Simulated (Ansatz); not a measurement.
In doubt: masses and optical values from hybrid runs of this build are listed as unsure (in some of the runs), which bears on the screening that GW takes from such a start.

NaF (Villiaumite), computed twice by G0W0.

The database entry behind the starting cell differs from later determinations by our own check (0.1 to 0.3 % short, probably kX units), so it need not match the best structure at ambient conditions.

Symmetry: Fm-3m, No. 225, cubic system. Conventional cell: a = 4.620 Å, b = 4.620 Å, c = 4.620 Å, α = 90.00°, β = 90.00°, γ = 90.00°. Na has 6 F at 2.31 Å nearest. F has 6 Na at 2.31 Å nearest. Farther neighbours and most contacts between anions are not listed.

```yaml
crystal:
  lattice:
    - [0.00000, 2.31000, 2.31000]
    - [2.31000, 0.00000, 2.31000]
    - [2.31000, 2.31000, 0.00000]
  atoms:
    - { symbol: Na, position: [0.00000, 0.00000, 0.00000] }
    - { symbol: F, position: [0.50000, 0.50000, 0.50000] }
```

The cell and positions come from the Crystallography Open Database and are kept as given unless a step says otherwise.

The first (Ansatz 0.2.0; start HSE06, 6×6×6 mesh, 73 empty bands, screening to 120 eV, PAW set soft_1 files; 1 × NVIDIA GB200 (shared by 2 runs) with 24 threads of Arm Neoverse V2, shared host) gave, on its mesh: starting gap 8.53 eV, G0W0 gap 11.46 eV, RPA ε∞ (mean) 1.65, 5.7 s.

**Question.** The second changes start from HSE06 to PBE and frequency model from contour deformation to plasmon pole. What does it give?

It gave: starting gap 6.36 eV, G0W0 gap 10.48 eV, RPA ε∞ (mean) 1.81, 2.9 s. The G0W0 gap moves by −0.98 eV, −2.17 eV from the start and +1.19 eV from the correction. Σc changes by +0.74 eV at the valence top and −0.24 eV at the conduction bottom, and Σx − Vxc between them by +2.17 eV.

Limits: not at the basis limit.

[Paths, hosts, dates, memory and timing lines, banners, echoed tables and standing remarks are left out of the program output.]

[Logs are printed without paths, hosts, clocks, repeated set-up lines and the standing remarks that a program may print on its own settings, such as how far it seeks lower states.]

[Runs of the session that timed out or met a known fault of the program may be left out.]

[Cells called generated may have been cut or substituted from an entry of the Crystallography Open Database or the Materials Project.]

[Hosts, paths, dates, database ids (printed as entryN), source tags and the programs' standing remarks are cut or masked in the printed files.]
